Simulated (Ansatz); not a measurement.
# How GaCo (Pm-3m) expands on warming, part 2 of 2

Wanted: α(T), C_P(T) and B(T) of GaCo in the quasi-harmonic approximation.

Ansatz 0.2.0; DFT LDA, scalar-relativistic, plane waves, PAW.

So far. Step 2 (Probe on a coarse mesh): The start is under -13 GPa at this level and looks like a metal on this mesh.

## Step 4: Finding the static equilibrium

The vibrations must be taken about the equilibrium of this functional, not about the starting cell, so the structure is relaxed.

Input file input.yaml:

```yaml
crystal:
  lattice:
    - [2.8103674478, 0.0, 0.0]
    - [0.0, 2.8103674478, 0.0]
    - [0.0, 0.0, 2.8103674478]
  atoms:
    - { symbol: Ga, position: [0.5, 0.5, 0.5] }
    - { symbol: Co, position: [0.0, 0.0, 0.0] }
kpoints:
  mp_grid: { grid: [14, 14, 14] }
hamiltonian:
  xc: lda
scf:
  occupations: { method: gaussian, width: 0.1 }
  lower_state_search: "off"
output:
  forces: true
  stress: true
  eigenvalues: true
  write_density: true
  write_potential: true
  elf: true
  volumetric_format: npy
relax:
  adjacent_minimum: "off"
  f_tol: 0.005
  max_steps: 80
  cell: { stress_tol: 0.05 }
```

The run is started by

```bash
> ansatz run input.yaml --threads 8 --pin off --max-ram 16384MiB --backend cpu --events-out ev --progress --plain --runs-dir out
```

Numbers of over 12 decimals in the logs are rounded to 6 here.

Output:

```text
[...]
Crystal: 2 atoms, lattice volume = 22.197 Å³
Basis set: ecut = 420 eV, 461 PW (Γ)
Bands: 19, of which v1, the nominal top of the filled ones, is band 15 counted from 1 (14 counted from 0)
Symmetry: 48 space group operations
[...]
k-points: 120 of 2744
[...]
SCF iter   1: F=—  HF=-8770.508104 eV  |F-HF|=—  |Δ(HF+E_count)|=         —  Δρ=2.08e-2  dr2=4.99e-2  ethr=1.77e-3  ⟨swp⟩=5.0  Hψ=9371  notcnv=0
[...]
SCF iter   6: F=-8770.500914 eV  HF=-8770.500914 eV  |F-HF|=4.79e-9  |Δ(HF+E_count)|=   5.86e-7  Δρ=1.09e-5  dr2=3.16e-9  ethr=3.33e-10  ⟨swp⟩=9.4  Hψ=17335  notcnv=0
SCF 1 converged in 6 iterations: F = -8770.500914 eV  dr2 = 3.16e-9
  Residual-converged pass: ⟨swp⟩=1.0  Hψ=2764  notcnv=0  max |occ|·‖R‖ = 7.0e-9 eV (tolerance 1.0e-8 eV)  dr2=3.16e-9  dr2_onsite=9.45e-9  max |Δocc| = 1.1e-10
[...]
relax step   1: F+E_penalty+E_count = -8770.50091433 eV  Δ(F+E_penalty+E_count) = +0.000e0 eV  max|allowed force component| = 1.173e-28 eV/Å  Δτ_max = 0.0000 Å  P = -0.180 GPa  Ω = 22.197 Å³  (6 SCF iters, dr2 threshold 1.00e-7 eV, accepted)
Crystal: 2 atoms, lattice volume = 22.186 Å³
[...]
SCF iter   6: F=-8770.500933 eV  HF=-8770.500933 eV  |F-HF|=1.82e-12  |Δ(HF+E_count)|=  7.28e-12  Δρ=3.20e-8  dr2=2.77e-14  ethr=1.00e-12  ⟨swp⟩=4.6  Hψ=10678  notcnv=0
SCF 2 converged in 6 iterations: F = -8770.500933 eV  dr2 = 2.77e-14
relax step   2: F+E_penalty+E_count = -8770.50093326 eV  Δ(F+E_penalty+E_count) = -1.893e-5 eV  max|allowed force component| = 3.944e-30 eV/Å  Δτ_max = 0.0000 Å  P = -0.072 GPa  Ω = 22.186 Å³  energy of the carried Pulay correction = +1.034e-5 eV  (6 SCF iters, accepted)
Crystal: 2 atoms, lattice volume = 22.179 Å³
[...]
SCF iter   6: F=-8770.500942 eV  HF=-8770.500942 eV  |F-HF|=3.64e-12  |Δ(HF+E_count)|=    0.00e0  Δρ=3.46e-8  dr2=1.56e-13  ethr=1.00e-12  ⟨swp⟩=4.5  Hψ=10573  notcnv=0
SCF 3 converged in 6 iterations: F = -8770.500942 eV  dr2 = 1.56e-13
relax step   3: F+E_penalty+E_count = -8770.50094179 eV  Δ(F+E_penalty+E_count) = -8.526e-6 eV  max|allowed force component| = 2.301e-30 eV/Å  Δτ_max = 0.0000 Å  P = +0.000 GPa  Ω = 22.179 Å³  energy of the carried Pulay correction = +1.724e-5 eV  (6 SCF iters, accepted)
[...]
SCF iter   8: F=-8770.500918 eV  HF=-8770.500918 eV  |F-HF|=1.82e-12  |Δ(HF+E_count)|=  1.82e-12  Δρ=4.16e-10  dr2=2.94e-17  ethr=1.00e-12  ⟨swp⟩=2.1  Hψ=6669  notcnv=0
SCF 4 converged in 8 iterations: F = -8770.500918 eV  dr2 = 2.94e-17
relax step   4: F+E_penalty+E_count = -8770.50091783 eV  Δ(F+E_penalty+E_count) = +2.395e-5 eV  max|allowed force component| = 2.301e-30 eV/Å  Δτ_max = 0.0000 Å  P = -0.001 GPa  Ω = 22.179 Å³  stress off target by 7.17e-4 GPa  SCF on the basis re-selected at this cell (its energy is not comparable with the rows above)  (8 SCF iters)
[...]
SCF converged after 8 iterations
Free energy (F): -8770.500918 eV
[...]
Internal energy: -8770.494722 eV  (E = F + TS)
E sigma→0 (E₀):  -8770.497820 eV
Entropy (-TS):   -0.006196 eV (-3.098 meV/atom)
Fermi energy:    18.059423 eV
[...]
--- Stress (GPa, compression-positive) ---
       -0.000717      -0.000000       0.000000
       -0.000000      -0.000717      -0.000000
        0.000000      -0.000000      -0.000717
  P = ⅓ Tr σ = -0.0007 GPa (-0.007 kbar)
--- Band table (eV; the first three rows and the last of 120) ---
  k-point 0: bands = [... 11 lower, 15.1881, 17.2509, 17.2509, 17.2509, 23.4224, 23.4224, 23.4224, 29.6273]
  k-point 1: bands = [... 11 lower, 15.1984, 17.1756, 17.1756, 17.2508, 22.6732, 23.6091, 23.6091, 29.6397]
  k-point 2: bands = [... 11 lower, 15.2276, 16.9796, 16.9796, 17.2505, 21.1677, 24.1396, 24.1396, 29.6767]
  k-point 119: bands = [... 11 lower, 13.5391, 17.7924, 17.7924, 18.9639, 22.0615, 22.0615, 22.0615, 23.1934]
--- Relaxed structure (3 steps of the walk, 3 accepted, 1 SCFs on fresh bases) ---
[...]
cell:  # Å, volume = 22.1785 Å³
    - [2.809599, 0, 0]
    - [0, 2.809599, 0]
    - [0, 0, 2.809599]
  atoms:
    - { symbol: Ga, position: [0.5, 0.5, 0.5] }
    - { symbol: Co, position: [0, 0, 0] }
```

The job ended after 3.7 s (8 threads of Arm Neoverse N1, shared host; peak memory 0.4 GiB; 23 s of CPU time).

Little changed from the start: no atom moved by 0.005 Å and no cell edge by 0.1 %.

Numbers from this step:

```yaml
pressure: -7.17e-4 GPa
volume_per_atom: 11.09 Å³/atom
```

Valence density in the ac plane at fractional y = 0.500, with atoms of Ga within 0.2 Å of it. It is the smooth field of the valence electrons, not physical close to the nuclei.

Ten steps, logarithmic in the rise over the least value, from '_' (0 e/Å³) to '@' (39 e/Å³):
```
______________________________
______________________________
____________........__________
________....::::::::....______
________..::==++++==::..______
______..::==**%%%%**==::..____
______..::++%%@@@@%%++::..____
______..::++%%@@@@%%++::..____
______..::==**%%%%**==::..____
________..::==++++==::..______
________....::::::::....______
____________........__________
______________________________
______________________________
______________________________
```
Columns run along a (2.8 Å), rows up along c (2.8 Å). Atoms in or near the plane, at fractional coordinates: Ga at (0.50, 0.50).

ELF in the ac plane at fractional y = 0.500, with atoms of Ga within 0.2 Å of it. It is the smooth field of the valence electrons, not physical close to the nuclei.

Ten even steps from '_' (0.00) to '@' (0.36):
```
%%@@@@@@@@@@@@@@@@@@@@@@@@@@@@
@@@@@@@@@@%%########%%@@@@@@@@
@@@@@@@@%%############%%@@@@@@
@@@@@@%%####**====**####%%@@@@
@@@@%%####++::::::::++####%%@@
@@@@####**::..____..::**####@@
@@@@####==::__====__::==####@@
@@@@####==::__====__::==####@@
@@@@####**::..____..::**####@@
@@@@%%####++::::::::++####%%@@
@@@@@@%%####**====**####%%@@@@
@@@@@@@@%%############%%@@@@@@
@@@@@@@@@@%%########%%@@@@@@@@
%%@@@@@@@@@@@@@@@@@@@@@@@@@@@@
%%%%@@@@@@@@@@@@@@@@@@@@@@@@%%
```
Columns run along a (2.8 Å), rows up along c (2.8 Å). Atoms in or near the plane, at fractional coordinates: Ga at (0.50, 0.50).

Electrostatic potential energy in the ac plane at fractional y = 0.500, with atoms of Ga within 0.2 Å of it. With pseudopotentials it is smooth inside the atoms' cores, unlike the true potential.

Ten even steps from '0' (-6 eV) to '9' (19 eV):
```
999999999999999
999998777789999
999875433457899
999752000025799
998520000002589
997400000000479
997300000000379
997300000000379
997400000000479
998520000002589
999752000025799
999875433457899
999998777789999
999999999999999
999999999999999
```
Columns run along a (2.8 Å; values clipped at the 3rd and 97th percentile), rows up along c (2.8 Å). Atoms in or near the plane, at fractional coordinates: Ga at (0.50, 0.50).

## Step 5: Relaxing to small residual forces and stress

The thresholds are tightened for a last relaxation ahead of the phonons, and where mesh or smearing change with them the cell follows.

Input file input.yaml:

```yaml
crystal:
  lattice:
    - [2.8095988795, 0.0, 0.0]
    - [0.0, 2.8095988795, 0.0]
    - [0.0, 0.0, 2.8095988795]
  atoms:
    - { symbol: Ga, position: [0.5, 0.5, 0.5] }
    - { symbol: Co, position: [0.0, 0.0, 0.0] }
kpoints:
  mp_grid: { grid: [16, 16, 16] }
hamiltonian:
  xc: lda
scf:
  occupations: { method: methfessel_paxton, width: 0.2 }
  lower_state_search: "off"
output:
  forces: true
  stress: true
  eigenvalues: true
relax:
  adjacent_minimum: "off"
  f_tol: 0.001
  max_steps: 60
  cell: { stress_tol: 0.01 }
```

Output:

```text
[...]
Crystal: 2 atoms, lattice volume = 22.179 Å³
Basis set: ecut = 420 eV, 461 PW (Γ)
Bands: 19, of which v1, the nominal top of the filled ones, is band 15 counted from 1 (14 counted from 0)
Symmetry: 48 space group operations
[...]
k-points: 165 of 4096
[...]
k-point 164: bands = [... 11 lower, 13.5402, 17.7912, 17.7912, 18.9689, 22.0650, 22.0650, 22.0650, 23.1960]
--- Relaxed structure (3 steps of the walk, 3 accepted, 1 SCFs on fresh bases) ---
[...]
cell:  # Å, volume = 22.1750 Å³
    - [2.809450, 0.0, 0.0]
    - [0.0, 2.809450, 0]
    - [0.0, 0, 2.809450]
  atoms:
    - { symbol: Ga, position: [0.5, 0.5, 0.5] }
    - { symbol: Co, position: [0, 0, 0] }
[key lines of the parts left out:]
SCF converged after 5 iterations
Free energy (F): -8770.497981 eV
Fermi energy:    18.046989 eV
P = ⅓ Tr σ = -0.0003 GPa (-0.003 kbar)
```

Run time: 4 s. Hardware: 8 threads; peak memory 0.41 GiB; 26 s of CPU time.

Little changed from the start: no atom moved by 0.005 Å and no cell edge by 0.1 %.

Numbers from this step:

* pressure: -2.70e-4 GPa

The residual pressure is -2.7e-4 GPa, small enough for phonons.

## Step 6: The quasi-harmonic study

The study relaxes the crystal at several strains, solves the phonons on some of them and minimises the free energy at each temperature (static energy, vibrations, the electrons in a metal, and PV under a set pressure); the q-mesh sets how far the force constants reach.

input.yaml, the sections that differ from step 5:

```yaml
crystal:
  lattice:
    - [2.8094504744, 0.0, 0.0]
    - [0.0, 2.8094504744, 0.0]
    - [0.0, 0.0, 2.8094504744]
  atoms:
    - { symbol: Ga, position: [0.5, 0.5, 0.5] }
    - { symbol: Co, position: [0.0, 0.0, 0.0] }
output:
  eigenvalues: true
phonons:
  method: dfpt
  qmesh: [4, 4, 4]
  temperatures: { t_max: 530.0, t_step: 50 }
  thermal_expansion: {}
# kpoints, hamiltonian, scf: as in step 5
# relax: removed
```

Output:

```text
[...]
Crystal: 2 atoms, lattice volume = 22.175 Å³
Basis set: ecut = 487.2 eV, 515 PW (Γ), exchange–correlation on 48×48×48 points (8 copies of the dense FFT grid, shifted against one another)
Bands: 19, of which v1, the nominal top of the filled ones, is band 15 counted from 1 (14 counted from 0)
Symmetry: 48 space group operations
[...]
k-points: 165 of 4096
[...]
SCF iter   1: F=—  HF=-8770.507751 eV  |F-HF|=—  |Δ(HF+E_count)|=         —  Δρ=2.15e-2  dr2=5.29e-2  ethr=1.77e-3  ⟨swp⟩=4.7  Hψ=12882  notcnv=0
[...]
SCF iter   8: F=-8770.500065 eV  HF=-8770.500065 eV  |F-HF|=0.00e0  |Δ(HF+E_count)|=  1.82e-11  S|Δr|=    0.00e0  Δρ=7.71e-8  dr2=3.40e-13  ethr=1.00e-12  ⟨swp⟩=5.1  Hψ=13595  notcnv=0
SCF 1 converged in 8 iterations: F = -8770.500065 eV  dr2 = 3.40e-13
[...]
relax step   1: F+E_penalty+E_count = -8770.50006484 eV  Δ(F+E_penalty+E_count) = +0.000e0 eV  max|allowed force component| = 1.775e-30 eV/Å  Δτ_max = 0.0000 Å  (8 SCF iters, accepted)
SCF converged after 8 iterations
[...]
Free energy (F): -8770.500065 eV
[...]
Internal energy: -8770.499496 eV  (E = F + TS)
E sigma→0 (E₀):  -8770.499923 eV
Entropy (-TS):   -0.000568 eV (-0.284 meV/atom)
Fermi energy:    18.046881 eV
[...]
--- Stress (GPa, compression-positive) ---
       -0.011396      -0.000000       0.000000
       -0.000000      -0.011396       0.000000
        0.000000       0.000000      -0.011396
  P = ⅓ Tr σ = -0.0114 GPa (-0.114 kbar)
--- Band table (eV; the first three rows and the last of 165) ---
  k-point 0: bands = [... 11 lower, 15.1874, 17.2509, 17.2509, 17.2509, 23.4265, 23.4265, 23.4265, 29.6303]
  k-point 1: bands = [... 11 lower, 15.1954, 17.1928, 17.1928, 17.2509, 22.8352, 23.5699, 23.5699, 29.6398]
  k-point 2: bands = [... 11 lower, 15.2181, 17.0367, 17.0367, 17.2506, 21.5642, 23.9822, 23.9822, 29.6682]
  k-point 164: bands = [... 11 lower, 13.5402, 17.7912, 17.7912, 18.9692, 22.0643, 22.0643, 22.0643, 23.1960]
── thermal expansion: 3 new cells, 3 in all ──
thermal expansion: relaxation of cell 2
thermal expansion: relaxation of cell 3
── thermal expansion: 2 new cells, 5 in all ──
thermal expansion: relaxation of cell 4
thermal expansion: electrons of cell 4
thermal expansion: phonons of cell 4
WARN: thermal expansion, phonons of cell 4: eigensolver did not converge (k=83): 1 band(s) unlocked after 20 sweeps at ethr=1.00e-12 eV (lowest unlocked band 18, counted from 0; max residual 2.40e-6 eV among the unlocked bands, 2.40e-6 eV over every band)
thermal expansion: relaxation of cell 5
thermal expansion: electrons of cell 1
thermal expansion: electrons of cell 2
thermal expansion: electrons of cell 3
thermal expansion: electrons of cell 5
thermal expansion: phonons of cell 5
[...]
── thermal expansion: 5 new cells, 10 in all ──
thermal expansion: relaxation of cell 6
thermal expansion: relaxation of cell 7
thermal expansion: relaxation of cell 8
thermal expansion: relaxation of cell 9
thermal expansion: relaxation of cell 10
thermal expansion: electrons of cell 6
thermal expansion: electrons of cell 7
thermal expansion: electrons of cell 8
thermal expansion: electrons of cell 9
thermal expansion: electrons of cell 10
thermal expansion: phonons of cell 6
[...]
thermal expansion: phonons of cell 7
[...]
WARN: thermal expansion: eigensolver_not_converged in the phonons of 4 cells: 4, 5, 6, 7
--- Relaxed structure (1 steps of the walk, 1 accepted, 0 SCFs on fresh bases) ---
  F+E_penalty+E_count = -8770.50006484 eV   max|allowed force component| = 1.775e-30 eV/Å
  atoms:
    - { symbol: Ga, position: [0.5, 0.5, 0.5] }
    - { symbol: Co, position: [0.0, 0.0, 0.0] }
--- Thermal expansion: 10 cells in 3 rounds, 0 GPa ---
  no lower state was looked for at cell 4: scf.lower_state_search: off
  without vibrations: a 2.80930, b 2.80930, c 2.80930 Å, V 22.1716 Å³, B 218.89 GPa
  at 0 K: a 2.81428, b 2.81428, c 2.81428 Å, V 22.2895 Å³, B 215.03 GPa
  zero-point expansion: a +0.177, b +0.177, c +0.177, V +0.532 %
      T/K        a/Å        b/Å        c/Å       V/Å³ | expansion of a, b, c, V (1e-6/K)   | that of V in the mean from 25 °C | C_P, C_V (J/mol K of the cell) | B_T, B_S (GPa)
     0.00    2.81428    2.81428    2.81428    22.2895 |    0.00    0.00    0.00    0.00 |   23.13 |     0.000     0.000 |   215.03   215.03
    50.00    2.81435    2.81435    2.81435    22.2911 |    1.93    1.93    1.93    5.80 |   27.50 |     8.407     8.402 |   214.85   214.97
   100.00    2.81497    2.81497    2.81497    22.3060 |    6.67    6.67    6.67   20.01 |   31.11 |    27.488    27.373 |   213.55   214.45
   150.00    2.81612    2.81612    2.81612    22.3333 |    9.38    9.38    9.38   28.15 |   33.37 |    37.980    37.641 |   211.60   213.50
   200.00    2.81755    2.81755    2.81755    22.3675 |   10.83   10.83   10.83   32.49 |   34.89 |    43.332    42.736 |   209.42   212.34
   250.00    2.81915    2.81915    2.81915    22.4054 |   11.71   11.71   11.71   35.12 |   36.00 |    46.379    45.517 |   207.13   211.05
   298.15    2.82078    2.82078    2.82078    22.4443 |   12.29   12.29   12.29   36.86 |       - |    48.258    47.137 |   204.87   209.74
   300.00    2.82084    2.82084    2.82084    22.4458 |   12.30   12.30   12.30   36.91 |   36.89 |    48.317    47.186 |   204.78   209.69
   350.00    2.82261    2.82261    2.82261    22.4881 |   12.76   12.76   12.76   38.28 |   37.63 |    49.675    48.269 |   202.38   208.27
   400.00    2.82444    2.82444    2.82444    22.5318 |   13.14   13.14   13.14   39.42 |   38.30 |    50.706    49.019 |   199.94   206.81
   450.00    2.82632    2.82632    2.82632    22.5769 |   13.47   13.47   13.47   40.42 |   38.90 |    51.542    49.568 |   197.45   205.31
   500.00    2.82825    2.82825    2.82825    22.6231 |   13.79   13.79   13.79   41.36 |   39.46 |    52.260    49.989 |   194.93   203.78
  the static fit leaves 0.000 meV an atom of the energies and, of the stresses, 0.000 GPa of each cell's largest along a strain (root mean squares over the cells), whose Pulay part it has at -0.027 GPa
  vibrations' free energy: its fit passes through its cells
  the electrons' free energy at temperature is in it; its fit leaves 0.0000 meV an atom at the most
  free energies summed between the sampled wave vectors
  estimated error of the fitted expansion in any direction: up to 0.033e-6/K, at 500 K, with few degrees of freedom (an estimate, not a bound: it was exceeded on models of known expansion)
  by sums over the sampled wave vectors an expansion of the volume parts by up to 0.27e-6/K
  by a static energy of one degree less an expansion of the volume parts by up to 0.03e-6/K
  eigensolver_not_converged in the phonons of 4 cells: 4, 5, 6, 7
```

Run time: 51 min. Hardware: 8 threads; peak memory 3.5 GiB; 6.2 h of CPU time.

Numbers from this step:

```
pressure                                         : -0.01140 GPa
volume expansion coefficient at 298 K            : 36.86 1e-6/K
C_P at 298 K                                     : 24.13 J/mol-atom/K
entropy at 298 K                                 : 29.19 J/mol-atom/K
isothermal bulk modulus at 298 K                 : 204.9 GPa
Grüneisen parameter at 298 K                     : 2.165
volume at 298 K                                  : 11.22 Å³/atom
principal linear expansion coefficients at 298 K : 12.29, 12.29, 12.29 1e-6/K
```

Strained cells of the study; zero-point energy where phonons were solved; the pressures are stresses at a fixed cutoff and can carry an offset from the finite basis. Expansion cells, by row:

```csv
cell,|a| (Å),|b| (Å),|c| (Å),V (Å³/atom),E - E_lowest (meV/atom),"pressure, compression positive (GPa)",gap (eV),zero-point energy (meV/atom)
1,2.809,2.809,2.809,11.09,0,-0.038,-,-
2,2.832,2.832,2.832,11.36,4.248,-4.978,-,-
3,2.787,2.787,2.787,10.83,4.397,5.488,-,-
4,2.81,2.81,2.81,11.09,0,-0.083,-,36.89
5,2.824,2.824,2.824,11.26,1.728,-3.238,-,35.7
6,2.818,2.818,2.818,11.19,0.645,-2.012,-,36.17
7,2.835,2.835,2.835,11.39,5.51,-5.629,-,34.74
8,2.782,2.782,2.782,10.76,6.839,6.927,-,-
9,2.796,2.796,2.796,10.93,1.658,3.301,-,-
10,2.848,2.848,2.848,11.55,12.17,-8.142,-,-
```

Quasi-harmonic; a, b, c are the run's own cell vectors. Expansion, by row:

```csv
T (K),a (Å),b (Å),c (Å),alpha (deg),beta (deg),gamma (deg),cell volume (Å³/cell),alpha_a (1e-6/K),alpha_b (1e-6/K),alpha_c (1e-6/K),alpha_V (1e-6/K),C_P (J/mol-atom/K),C_V (J/mol-atom/K),S (J/mol-atom/K),B_T (GPa),B_S (GPa),Grueneisen,extrapolation,fit error (1e-6/K)
0,2.814,2.814,2.814,90,90,90,22.29,0,0,0,0,0,0,0,215,215,-,0,0
50,2.814,2.814,2.814,90,90,90,22.29,1.93,1.93,1.93,5.8,4.204,4.201,1.41,214.8,215,1.989,0,0
100,2.815,2.815,2.815,90,90,90,22.31,6.67,6.67,6.67,20.01,13.74,13.69,7.449,213.6,214.4,2.097,0,0.01
150,2.816,2.816,2.816,90,90,90,22.33,9.38,9.38,9.38,28.15,18.99,18.82,14.14,211.6,213.5,2.129,0,0.01
200,2.818,2.818,2.818,90,90,90,22.37,10.83,10.83,10.83,32.49,21.67,21.37,20.01,209.4,212.3,2.145,0,0.01
250,2.819,2.819,2.819,90,90,90,22.41,11.71,11.71,11.71,35.12,23.19,22.76,25.02,207.1,211.1,2.156,0,0.01
298.1,2.821,2.821,2.821,90,90,90,22.44,12.29,12.29,12.29,36.86,24.13,23.57,29.19,204.9,209.7,2.165,0,0.01
300,2.821,2.821,2.821,90,90,90,22.45,12.3,12.3,12.3,36.91,24.16,23.59,29.34,204.8,209.7,2.166,0,0.01
350,2.823,2.823,2.823,90,90,90,22.49,12.76,12.76,12.76,38.28,24.84,24.14,33.12,202.4,208.3,2.174,0,0.01
400,2.824,2.824,2.824,90,90,90,22.53,13.14,13.14,13.14,39.42,25.35,24.51,36.47,199.9,206.8,2.182,0,0.01
450,2.826,2.826,2.826,90,90,90,22.58,13.47,13.47,13.47,40.42,25.77,24.78,39.48,197.4,205.3,2.189,0,0.02
500,2.828,2.828,2.828,90,90,90,22.62,13.79,13.79,13.79,41.36,26.13,24.99,42.21,194.9,203.8,2.197,0,0.03
```

Expansion coefficient against temperature; values in 1e-6/K:

```csv
temperature (K),volume,principal 1
0,0,0
50,5.8,1.93
100,20.0,6.67
150,28.1,9.38
200,32.5,10.8
250,35.1,11.7
298,36.9,12.3
300,36.9,12.3
350,38.3,12.8
400,39.4,13.1
450,40.4,13.5
500,41.4,13.8
```

At 298 K the volume expansion is 36.9 × 10⁻⁶/K and B_T is 205 GPa. The program raised the cutoff to 487.2 eV by itself: with no cutoff typed, the study takes about 1.16 times the default for its relaxations and scales it with the volume for the phonons.

## Step 7: Summary of results

| Property | Result |
| --- | --- |
| settings of these figures | LDA, 487.2 eV, k 16×16×16, q 4×4×4 |
| volume expansion coefficient at 298 K | 36.86 1e-6/K |
| C_P at 298 K | 24.13 J/mol-atom/K |
| entropy at 298 K | 29.19 J/mol-atom/K |
| isothermal bulk modulus at 298 K | 204.9 GPa |
| Grüneisen parameter at 298 K | 2.165 |
| volume at 298 K | 11.22 Å³/atom |
| principal linear expansion coefficients at 298 K | 12.29, 12.29, 12.29 1e-6/K |

In words: Near room temperature GaCo expands by 36.9 × 10⁻⁶/K in volume by LDA, with C_P = 24.1 J/(mol K) per mole of atoms and B_T = 205 GPa. C_P at room temperature is 97 % of the classical 3R an atom; C_V is 94 %, and the rest is expansion work. In this metal the study includes the electrons' free energy, which adds a term that grows with temperature, so the heat capacities need not level off at 3R. The log notes that a few bands missed the eigensolver's threshold in the phonon runs. The PAW files were made for PBE and are used here under another functional, for which the program regenerates the frozen cores. The cell of these runs is 7 % smaller in volume than the database cell; frequencies and all that rests on them shift with it. The run has no spin polarisation although the cell holds an element with an open d or f shell; a magnetic state could change the volume and the force constants.

[Logs are printed without paths, hosts, clocks, repeated set-up lines and the standing remarks that a program may print on its own settings, such as how far it seeks lower states.]

[Hosts, paths, dates, database ids (printed as entryN), source tags and the programs' standing remarks are cut or masked in the printed files.]

[A step with changed settings may run another functional than the one named; its input shows which.]
